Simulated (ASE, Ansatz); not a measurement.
**Electronic structure of random rutile alloy of IrO2 and SiO2 (96 atoms)**

Wanted: forces, charges and levels of random rutile alloy of IrO2 and SiO2 (96 atoms).

Calculated with Ansatz 0.2.0; Kohn-Sham DFT, PBE, PAW (set soft_2), plane waves.

## (1) Starting point

The cell holds 96 atoms: 8 Si, 64 O and 24 Ir. Its edges and angles: a = 8.837 Å, b = 8.837 Å, c = 12.127 Å, α = 90.0°, β = 90.0°, γ = 90.0°. It derives from IrO2 (rutile) and SiO2, repeated 2×2×4. Rutile IrO2, 2 x 2 x 4 conventional cells, 8 of 32 Ir sites given to Si at random (x = 0.250), lattice by Vegard's rule (cell 4.418, 4.418, 3.032, 90, 90, 90); every coordinate displaced by a Gaussian of 0.07 Å.

Limits known from the start: The host structure and its lattice constant were typed by rule, without a check against the phase diagram. The main run has no spin polarisation, so moments on Ir can't form in it, and no Hubbard term. The levels lack spin–orbit coupling, which is large for the heavy elements here.

## (2) Plane-wave single point

The electrons are solved once, with the atoms held.

The input, input.yaml:

```yaml
crystal:
  lattice:
    - [8.8366, 0.0, 0.0]
    - [0.0, 8.8366, 0.0]
    - [0.0, 0.0, 12.1268]
  atoms:
    - { symbol: Si, position: [0.01672, 0.01678, 0.00278] }
    - { symbol: Si, position: [0.24928, 0.247, 0.12537] }
    - { symbol: O, position: [0.14623, 0.14466, 0.98904] }
    - { symbol: O, position: [0.33635, 0.35709, 0.00576] }
    - { symbol: O, position: [0.10508, 0.40732, 0.13195] }
    - { symbol: O, position: [0.40597, 0.09792, 0.12951] }
    - { symbol: Ir, position: [0.00011, 0.00449, 0.25308] }
    - { symbol: Ir, position: [0.25412, 0.24273, 0.36624] }
    - { symbol: O, position: [0.15081, 0.15147, 0.25611] }
    - { symbol: O, position: [0.33481, 0.3356, 0.246] }
    - { symbol: O, position: [0.08319, 0.39379, 0.37023] }
    - { symbol: O, position: [0.40755, 0.08809, 0.38102] }
    - { symbol: Ir, position: [0.98786, 0.99504, 0.50385] }
    - { symbol: Ir, position: [0.25499, 0.23662, 0.62998] }
    - { symbol: O, position: [0.14055, 0.1399, 0.5108] }
    - { symbol: O, position: [0.34555, 0.3631, 0.5111] }
    - { symbol: O, position: [0.08678, 0.41385, 0.62264] }
    - { symbol: O, position: [0.40053, 0.09559, 0.61889] }
    - { symbol: Si, position: [0.011, 0.00869, 0.75083] }
    - { symbol: Ir, position: [0.25766, 0.23075, 0.8732] }
    - { symbol: O, position: [0.15103, 0.15147, 0.74905] }
    - { symbol: O, position: [0.33755, 0.34666, 0.75491] }
    - { symbol: O, position: [0.10329, 0.3883, 0.86672] }
    - { symbol: O, position: [0.40666, 0.08436, 0.88156] }
    - { symbol: Si, position: [0.99555, 0.49091, 0.00091] }
    - { symbol: Si, position: [0.26266, 0.73503, 0.11764] }
    - { symbol: O, position: [0.15808, 0.66133, 0.0034] }
    - { symbol: O, position: [0.35132, 0.84605, 0.00391] }
    - { symbol: O, position: [0.08536, 0.91291, 0.11884] }
    - { symbol: O, position: [0.41035, 0.60254, 0.12158] }
    - { symbol: Ir, position: [0.01068, 0.50009, 0.25256] }
    - { symbol: Si, position: [0.24992, 0.74935, 0.38593] }
    - { symbol: O, position: [0.14218, 0.64873, 0.24776] }
    - { symbol: O, position: [0.35179, 0.84694, 0.25198] }
    - { symbol: O, position: [0.09949, 0.8969, 0.36906] }
    - { symbol: O, position: [0.39469, 0.58526, 0.37729] }
    - { symbol: Ir, position: [0.98933, 0.49247, 0.49818] }
    - { symbol: Ir, position: [0.25566, 0.75279, 0.62345] }
    - { symbol: O, position: [0.15291, 0.63657, 0.50419] }
    - { symbol: O, position: [0.35005, 0.85781, 0.48736] }
    - { symbol: O, position: [0.10681, 0.90696, 0.62809] }
    - { symbol: O, position: [0.419, 0.59442, 0.62943] }
    - { symbol: Ir, position: [0.00856, 0.50785, 0.74885] }
    - { symbol: Ir, position: [0.24838, 0.75492, 0.86781] }
    - { symbol: O, position: [0.14836, 0.65859, 0.74313] }
    - { symbol: O, position: [0.3356, 0.8473, 0.75437] }
    - { symbol: O, position: [0.09859, 0.89145, 0.8606] }
    - { symbol: O, position: [0.41012, 0.59754, 0.8864] }
    - { symbol: Ir, position: [0.49787, 0.99857, 0.99931] }
    - { symbol: Ir, position: [0.75186, 0.25712, 0.13045] }
    - { symbol: O, position: [0.65412, 0.14287, 0.00158] }
    - { symbol: O, position: [0.84444, 0.35029, 0.99075] }
    - { symbol: O, position: [0.58901, 0.40504, 0.12101] }
    - { symbol: O, position: [0.90418, 0.09208, 0.12545] }
    - { symbol: Ir, position: [0.50642, 0.99535, 0.24585] }
    - { symbol: Ir, position: [0.75203, 0.25799, 0.37357] }
    - { symbol: O, position: [0.66635, 0.14316, 0.24748] }
    - { symbol: O, position: [0.84882, 0.33196, 0.2479] }
    - { symbol: O, position: [0.58914, 0.39937, 0.37722] }
    - { symbol: O, position: [0.90054, 0.09104, 0.38304] }
    - { symbol: Ir, position: [0.4975, 0.01958, 0.49471] }
    - { symbol: Ir, position: [0.75058, 0.25317, 0.63432] }
    - { symbol: O, position: [0.64238, 0.14989, 0.49557] }
    - { symbol: O, position: [0.85249, 0.35966, 0.49872] }
    - { symbol: O, position: [0.61159, 0.41163, 0.63028] }
    - { symbol: O, position: [0.88963, 0.09405, 0.62194] }
    - { symbol: Ir, position: [0.50768, 0.98702, 0.7512] }
    - { symbol: Ir, position: [0.74024, 0.254, 0.86854] }
    - { symbol: O, position: [0.65663, 0.14609, 0.74429] }
    - { symbol: O, position: [0.84878, 0.34759, 0.74872] }
    - { symbol: O, position: [0.60955, 0.40312, 0.87704] }
    - { symbol: O, position: [0.90685, 0.08874, 0.86869] }
    - { symbol: Ir, position: [0.49436, 0.50601, 0.00561] }
    - { symbol: Ir, position: [0.75759, 0.75792, 0.12745] }
    - { symbol: O, position: [0.66219, 0.6622, 0.99994] }
    - { symbol: O, position: [0.85472, 0.85139, 0.99681] }
    - { symbol: O, position: [0.59032, 0.9058, 0.12365] }
    - { symbol: O, position: [0.90082, 0.59085, 0.12674] }
    [... 12 atom lines left out ...]
    - { symbol: Ir, position: [0.48903, 0.50261, 0.74712] }
    - { symbol: Ir, position: [0.74811, 0.75295, 0.87705] }
    - { symbol: O, position: [0.64948, 0.64518, 0.75974] }
    - { symbol: O, position: [0.8434, 0.84627, 0.74723] }
    - { symbol: O, position: [0.61031, 0.91277, 0.88529] }
    - { symbol: O, position: [0.91471, 0.59926, 0.88139] }
kpoints:
  mp_grid: { grid: [2, 2, 1] }
hamiltonian:
  xc: pbe
scf:
  occupations: { method: gaussian, width: 0.05 }
output:
  forces: true
  stress: true
  populations: true
  dos:
    method: { smearing: { sigma: 0.1 } }
    de: 0.1
    projected: { site_lists: { Ir: [Ir], O: [O], Si: [Si] } }
  eigenvalues: true
  write_density: true
  write_potential: true
  volumetric_format: npy
```

On the command line:

```
ansatz run input.yaml --threads 8 --pin off --max-ram 15872MiB --backend cpu --events-out ev --progress --plain --runs-dir out
```

Numbers of over 12 decimals in the logs are rounded to 6 here.

Log:

```text
Engine: ansatz 0.2.0, aarch64-unknown-linux-gnu
Pseudopotentials: kind: paw
Pseudopotential: Si, paw, valence charge 4, recommended cutoff 420 eV (normal), Si.paw.azcp
Pseudopotential: O, paw, valence charge 6, recommended cutoff 420 eV (normal), O.paw.azcp
Pseudopotential: Ir, paw, valence charge 17, recommended cutoff 420 eV (normal), Ir.paw.azcp
[... 5 lines on functional and potentials left out ...]
Crystal: 96 atoms, lattice volume = 946.927 Å³
Basis set: ecut = 420 eV, 18465 PW (Γ), exchange–correlation on 120×120×180 points (8 copies of the dense FFT grid, shifted against one another)
Bands: 508, of which v1, the nominal top of the filled ones, is band 412 counted from 1 (411 counted from 0)
Symmetry: 1 space group operations
Space group: P1 (ITA 1), of the structure as read, at distance tolerance 9.8e-5 Å
k-points: 4
[... 7 lines on functional and potentials left out ...]
Initial density: superposition of atomic densities (neutral atoms: chi_scale 0, normalization atom), corrected by the library's trained network
Initial wavefunctions: pseudopotential atomic-orbital guess
Functional: x = pbe(κ = 0.804, μ = 0.219515), c = pbe(β = 0.066725)
SCF iter   1: F=—  HF=-327775.766155 eV  |F-HF|=—  |Δ(HF+E_count)|=         —  Δρ=1.05e-2  dr2=1.78e0  ethr=1.77e-3  ⟨swp⟩=5.0  Hψ=6958  notcnv=0  defer=294
preconditioner: auto → LDOS  [metal: Δε(μ)=0.009 eV  Ē_g=12.697 eV  σ=0.050 eV  W_gap=0.10  n_scr=310 (ndim 8)  ℏωp=30.3 eV  f_vac=0.010  D(μ)=43.85/eV (n_scr^D=378)  β→1.0]
SCF iter   2: F=—  HF=-327775.681309 eV  |F-HF|=—  |Δ(HF+E_count)|=   8.48e-2  Δρ=5.54e-3  dr2=3.40e-1  ethr=2.16e-4  ⟨swp⟩=2.0  Hψ=2377  notcnv=0  defer=336
SCF iter   3: F=—  HF=-327775.655828 eV  |F-HF|=—  |Δ(HF+E_count)|=   2.55e-2  Δρ=1.95e-3  dr2=5.44e-2  ethr=4.12e-5  ⟨swp⟩=2.0  Hψ=2665  notcnv=0  defer=336
SCF iter   4: F=—  HF=-327775.652196 eV  |F-HF|=—  |Δ(HF+E_count)|=   3.63e-3  Δρ=8.63e-4  dr2=8.42e-3  ethr=6.60e-6  ⟨swp⟩=2.0  Hψ=2156  notcnv=0  defer=336
SCF iter   5: F=—  HF=-327775.651581 eV  |F-HF|=—  |Δ(HF+E_count)|=   6.14e-4  Δρ=4.60e-4  dr2=2.30e-3  ethr=1.02e-6  ⟨swp⟩=2.0  Hψ=2004  notcnv=0  defer=336
SCF iter   6: F=—  HF=-327775.651405 eV  |F-HF|=—  |Δ(HF+E_count)|=   1.76e-4  Δρ=2.32e-4  dr2=5.57e-4  ethr=2.79e-7  ⟨swp⟩=2.0  Hψ=2541  notcnv=0  defer=336
SCF iter   7: F=—  HF=-327775.651371 eV  |F-HF|=—  |Δ(HF+E_count)|=   3.41e-5  Δρ=1.15e-4  dr2=1.27e-4  ethr=6.76e-8  ⟨swp⟩=2.0  Hψ=2331  notcnv=0  defer=336
SCF iter   8: F=—  HF=-327775.651367 eV  |F-HF|=—  |Δ(HF+E_count)|=   4.23e-6  Δρ=5.48e-5  dr2=3.26e-5  ethr=1.54e-8  ⟨swp⟩=2.0  Hψ=2800  notcnv=0  defer=336
SCF iter   9: F=—  HF=-327775.651792 eV  |F-HF|=—  |Δ(HF+E_count)|=   4.25e-4  Δρ=2.56e-5  dr2=8.70e-6  ethr=3.96e-9  ⟨swp⟩=2.0  Hψ=2705  notcnv=0  defer=336
SCF iter  10: F=—  HF=-327775.651791 eV  |F-HF|=—  |Δ(HF+E_count)|=   6.33e-7  Δρ=1.13e-5  dr2=1.40e-6  ethr=1.06e-9  ⟨swp⟩=2.0  Hψ=2670  notcnv=0  defer=336
SCF iter  11: F=—  HF=-327775.651791 eV  |F-HF|=—  |Δ(HF+E_count)|=   8.77e-8  Δρ=5.23e-6  dr2=3.34e-7  ethr=1.69e-10  ⟨swp⟩=2.0  Hψ=2704  notcnv=0  defer=336
SCF iter  12: F=-327775.651791 eV  HF=-327775.651791 eV  |F-HF|=3.80e-8  |Δ(HF+E_count)|=   2.39e-8  Δρ=2.31e-6  dr2=4.94e-8  ethr=1.21e-11  ⟨swp⟩=14.8  Hψ=14416  notcnv=0
SCF 1 converged in 12 iterations: F = -327775.651791 eV  dr2 = 4.94e-8
  greatest PAW one-centre occupation: 1.000 electrons in one spin orbital (limit 2), on the Ir atom at site 60 (counted from 0), in its partial waves of l = 0
SCF converged after 12 iterations
Free energy (F): -327775.651791 eV
Harris-Foulkes:  -327775.651791 eV  (|F-HF|=3.80e-8)
Internal energy: -327775.593718 eV  (E = F + TS)
E sigma→0 (E₀):  -327775.622755 eV
Entropy (-TS):   -0.058072 eV (-0.605 meV/atom)
Fermi energy:    14.422899 eV
--- Per-component energies (eV) ---
  E_band       = -5164.515780
  E_kinetic    = 26665.122291
  E_local      = -66426.540874  (includes V_loc(G=0)·N_el)
  E_nonlocal   = 5042.011208
  E_hartree    = 25519.497741
  E_xc         = -11577.598114
  E_vxc        = -13585.886417  (∫ρ·V_xc dr)
  E_paw        = -235609.713745  (= ΣΔE_a)
  E_vpaw       = -7898.381538  (= ΣTr[D̂ρ^β])
  E_aug_tail   = 0.160321  (compensation charges beyond the density's cutoff)
  E_ewald      = -71388.532546
  E_smearing   = -0.058072  (= −TS)
  E_closure    = 0.000000  (closes the sum)
  Σ components = -327775.651791   (vs F -327775.651791, Δ=0.00e0)
--- Forces (eV/Å), atoms counted from 1 ---
  atom   1  Si    -3.79927184    -3.26600183     0.04283810
  atom   2  Si     0.64341363     0.96172358    -0.04669350
  atom   3  O      0.48683629     0.25222410     4.35321374
  atom   4  O     -1.69278878    -3.14410914     1.33983370
  atom   5  O      1.25304300    -2.51274530    -4.71226506
  atom   6  O     -3.29260221     2.60392333    -2.38292811
  atom   7  Ir    -1.05191401    -2.41393327    -1.23801077
  atom   8  Ir    -1.97881986     0.43103290    10.12403206
  atom   9  O      0.03312338     0.01108449    -5.46273524
  atom  10  O      1.68123045     1.59130129    -4.20687330
  atom  11  O      2.81558288    -1.99427409     2.05790199
  atom  12  O     -4.04152612     4.21140029    -7.91035343
  atom  13  Ir     2.59630190    -2.03909186     0.26600187
  atom  14  Ir    -3.14943976     5.54327326    -3.23731441
[...]
atom  95  O     -0.11165098    -1.08624685    -2.95881762
  atom  96  O      0.41574452    -0.84189057     1.43946170
  max |Σ_I F_I| component: 8.51e-5 eV/Å
--- Stress (GPa, compression-positive) ---
       22.534429       2.090260       0.409930
        2.090260      21.836628      -2.441783
        0.409930      -2.441783      31.350765
  P = ⅓ Tr σ = 25.2406 GPa (252.406 kbar)
--- Band table (eV) ---
  k-point 0: bands = ["-79.6886", "-79.5392", "-79.3189", "-79.2435", [... 492 levels ...], "22.4751", "22.5379", "22.5752", "22.6523", "22.8106", "22.9177", "23.0866", "23.1229", "23.1728", "23.1878", "23.2158", "23.3179"]
[...]
--- Löwdin populations: 96 sites ---
  site symbol       q [e]
     0     Si      2.4888
     1     Si      2.5888
     2      O      6.6868
[...]
95      O      6.6933
  spilling = 0.005464 (of n_electrons = 824.000000)
```

Elapsed: 49 s, on 8 threads of Arm Neoverse V2, shared host; peak memory 7.5 GiB; 6.3 min of CPU time.

Read from the output:

```
free energy                             : -327775.6518 eV
free energy per atom                    : -3414.3297 eV/atom
SCF cycles                              : 12
pressure                                : 25.24 GPa
r.m.s. force component                  : 2.87 eV/Å
longest force                           : 11.18 eV/Å
Fermi energy                            : 14.42 eV
levels partly filled by over 2 per cent : 11
spilling of the projection              : 0.005464
```

Length of the force by element:

```csv
element,coordination,atoms,mean length of the force (eV/Å),spread,least,most
Ir,all,24,6.03,2.65,2.65,11.2
O,all,64,4.04,1.86,1.30,9.83
Si,all,8,2.35,1.44,0.923,5.01
```

Löwdin charges by element (they lack the spilled electrons, 0.047 e an atom on average):

```csv
element,coordination,atoms,mean charge (e),spread,least,most
Ir,all,24,1.44,0.076,1.29,1.61
O,all,64,-0.652,0.043,-0.728,-0.565
Si,all,8,1.45,0.0363,1.41,1.51
```

States in the cell by windows of 1 eV, zero at the Fermi level; the larger projections on atomic orbitals stand beside the total:

```csv
from (eV),to (eV),total,O p,Ir d
-18,-12,0.0,0.0,0.0
-12,-11,1.2,0.7,0.3
-11,-10,20.3,12.1,4.6
-10,-9,41.9,25.6,12.5
-9,-8,56.5,35.8,16.3
-8,-7,48.0,32.5,11.4
-7,-6,52.9,38.0,10.8
-6,-5,58.1,44.1,10.9
-5,-4,55.6,45.3,7.8
-4,-3,41.3,35.1,4.9
-3,-2,30.7,12.4,17.1
-2,-1,61.7,16.2,43.2
-1,0,37.3,14.4,21.6
0,1,22.4,9.4,12.2
1,2,9.5,1.7,5.2
2,3,32.7,8.2,16.8
3,4,31.0,10.7,14.2
4,5,28.6,10.9,11.8
```

Between -26 and -18 eV lie 128 more states.

About 190 of the 824 electrons lie in deeper levels, below the stored range.

The levels nearest the highest filled one (over half full), pooled over k-points and spins:

```csv
level less the highest filled one (eV),occupation
-0.0777,1.98
-0.0414,1.79
-0.0275,1.61
-0.0241,1.55
-0.0081,1.24
0,1.06
0.0038,0.978
0.0168,0.692
0.0238,0.553
0.0466,0.216
0.0493,0.188
0.0506,0.177
```

Valence density in the ab plane at fractional z = 0.001, with atoms of Si and O and Ir within 0.2 Å of it. It is the smooth field of the valence electrons, not physical close to the nuclei.

Ten even steps from '0' (0.0 e/Å³) to '9' (8.9 e/Å³), each cell a mean:
```
0000000000269840000000000
0000000011124410000001100
0000000145210000000036410
0000000267300000000047510
0000000134100000000024300
0000000001000000000000000
0002310000000001321000000
0026730000000003762000000
0015630000000003651000000
0001210000022201210000000
0000000000268620000000000
0000000000389940000000000
0000000000258730000000000
0000000121123310000011100
0000000364100000000145310
0000000476100000000157410
0000000132000000000023200
0000000000000000000000000
0001100000000001110000000
0025410000000003541000000
0036620000000014751000000
0023310000012112430000000
0001000000157521000000000
0000000000289940000000000
```
Columns run along a (8.8 Å), rows up along b (8.8 Å). Atoms in or near the plane, at fractional coordinates: Si at (0.02, 0.02), O at (0.15, 0.14), O at (0.34, 0.36), Si at (0.00, 0.49), O at (0.16, 0.66), O at (0.35, 0.85), Ir at (0.50, 0.00), O at (0.65, 0.14), O at (0.84, 0.35), Ir at (0.49, 0.51), O at (0.66, 0.66), O at (0.85, 0.85).

Electrostatic potential energy in the ab plane at fractional z = 0.001, with atoms of Si and O and Ir within 0.2 Å of it. With pseudopotentials it is smooth inside the atoms' cores, unlike the true potential.

Ten even steps from '_' (-49 eV) to '@' (19 eV), each cell a mean:
```
..::++%%@@@@@@@@@@%%==______::##@@@@@@@@@@@@@@##--
****%%@@@@@@@@@@%%##**--::::++%%@@@@@@@@%%####%%##
%%%%@@@@@@@@@@##----++######%%@@@@@@@@@@==::--##@@
@@@@@@@@@@@@@@++....==%%@@@@@@@@@@@@@@%%--..::##@@
@@@@@@@@@@@@@@##----##@@@@@@@@@@@@@@@@%%++==++%%@@
@@@@@@@@@@@@@@%%%%%%@@@@@@@@@@@@@@%%@@@@%%%%@@@@@@
@@@@%%**==##@@@@@@@@@@@@@@@@@@##==++##@@@@@@@@@@@@
@@@@**::..==%%@@@@@@@@@@@@@@@@==..::++@@@@@@@@@@@@
@@@@**--::++@@@@@@@@@@%%%%%%%%==::::**@@@@@@@@@@@@
##%%%%##**%%@@@@@@@@##++--==**##**##@@@@@@@@@@%%##
::==##@@@@@@@@@@@@%%++..____--##@@@@@@@@@@@@%%**--
__::**%%@@@@@@@@@@%%--______::##@@@@@@@@@@@@##--__
__::**%%@@@@@@@@@@%%==______--%%@@@@@@@@@@@@##--__
::++##@@@@@@@@%%******==::--**%%@@@@@@@@%%####**--
##%%@@@@@@@@%%==::--**%%##%%%%@@@@@@@@%%==::==####
@@@@@@@@@@@@%%--..::##@@@@@@@@@@@@@@@@##::..--%%@@
@@@@@@@@@@@@@@**==++@@@@@@@@@@@@@@@@@@%%++==**@@@@
@@@@@@@@@@@@@@@@%%@@@@@@@@@@@@@@@@@@@@@@%%%%@@@@@@
@@@@@@####%%@@@@@@@@@@@@@@@@@@%%####@@@@@@@@@@@@@@
@@@@**----**@@@@@@@@@@@@@@@@%%==::--##@@@@@@@@@@@@
%%%%==..::++@@@@@@@@@@%%%%%%##--..::##@@@@@@@@@@%%
==++++====%%@@@@@@@@%%**++++##++--++%%@@@@@@@@%%**
__..==##%%@@@@@@@@%%**::____--##%%@@@@@@@@@@%%**::
____--##@@@@@@@@@@%%==______..##@@@@@@@@@@@@%%++..
```
Columns run along a (8.8 Å; values clipped at the 3rd and 97th percentile), rows up along b (8.8 Å). Atoms in or near the plane, at fractional coordinates: Si at (0.02, 0.02), O at (0.15, 0.14), O at (0.34, 0.36), Si at (0.00, 0.49), O at (0.16, 0.66), O at (0.35, 0.85), Ir at (0.50, 0.00), O at (0.65, 0.14), O at (0.84, 0.35), Ir at (0.49, 0.51), O at (0.66, 0.66), O at (0.85, 0.85).

Mean Löwdin charges: Ir +1.44, O -0.65, Si +1.45 e (they miss 0.55 % of the electrons, so they add up to more than the cell's charge). Within 0.4 eV of the Fermi level the largest share is Ir d (56 % of the projected weight).

[end of part 1 of 2]

[Logs are printed without paths, hosts, clocks, repeated set-up lines and the standing remarks that a program may print on its own settings, such as how far it seeks lower states.]

[Hosts, paths, dates, database ids (printed as entryN), source tags and the programs' standing remarks are cut or masked in the printed files.]
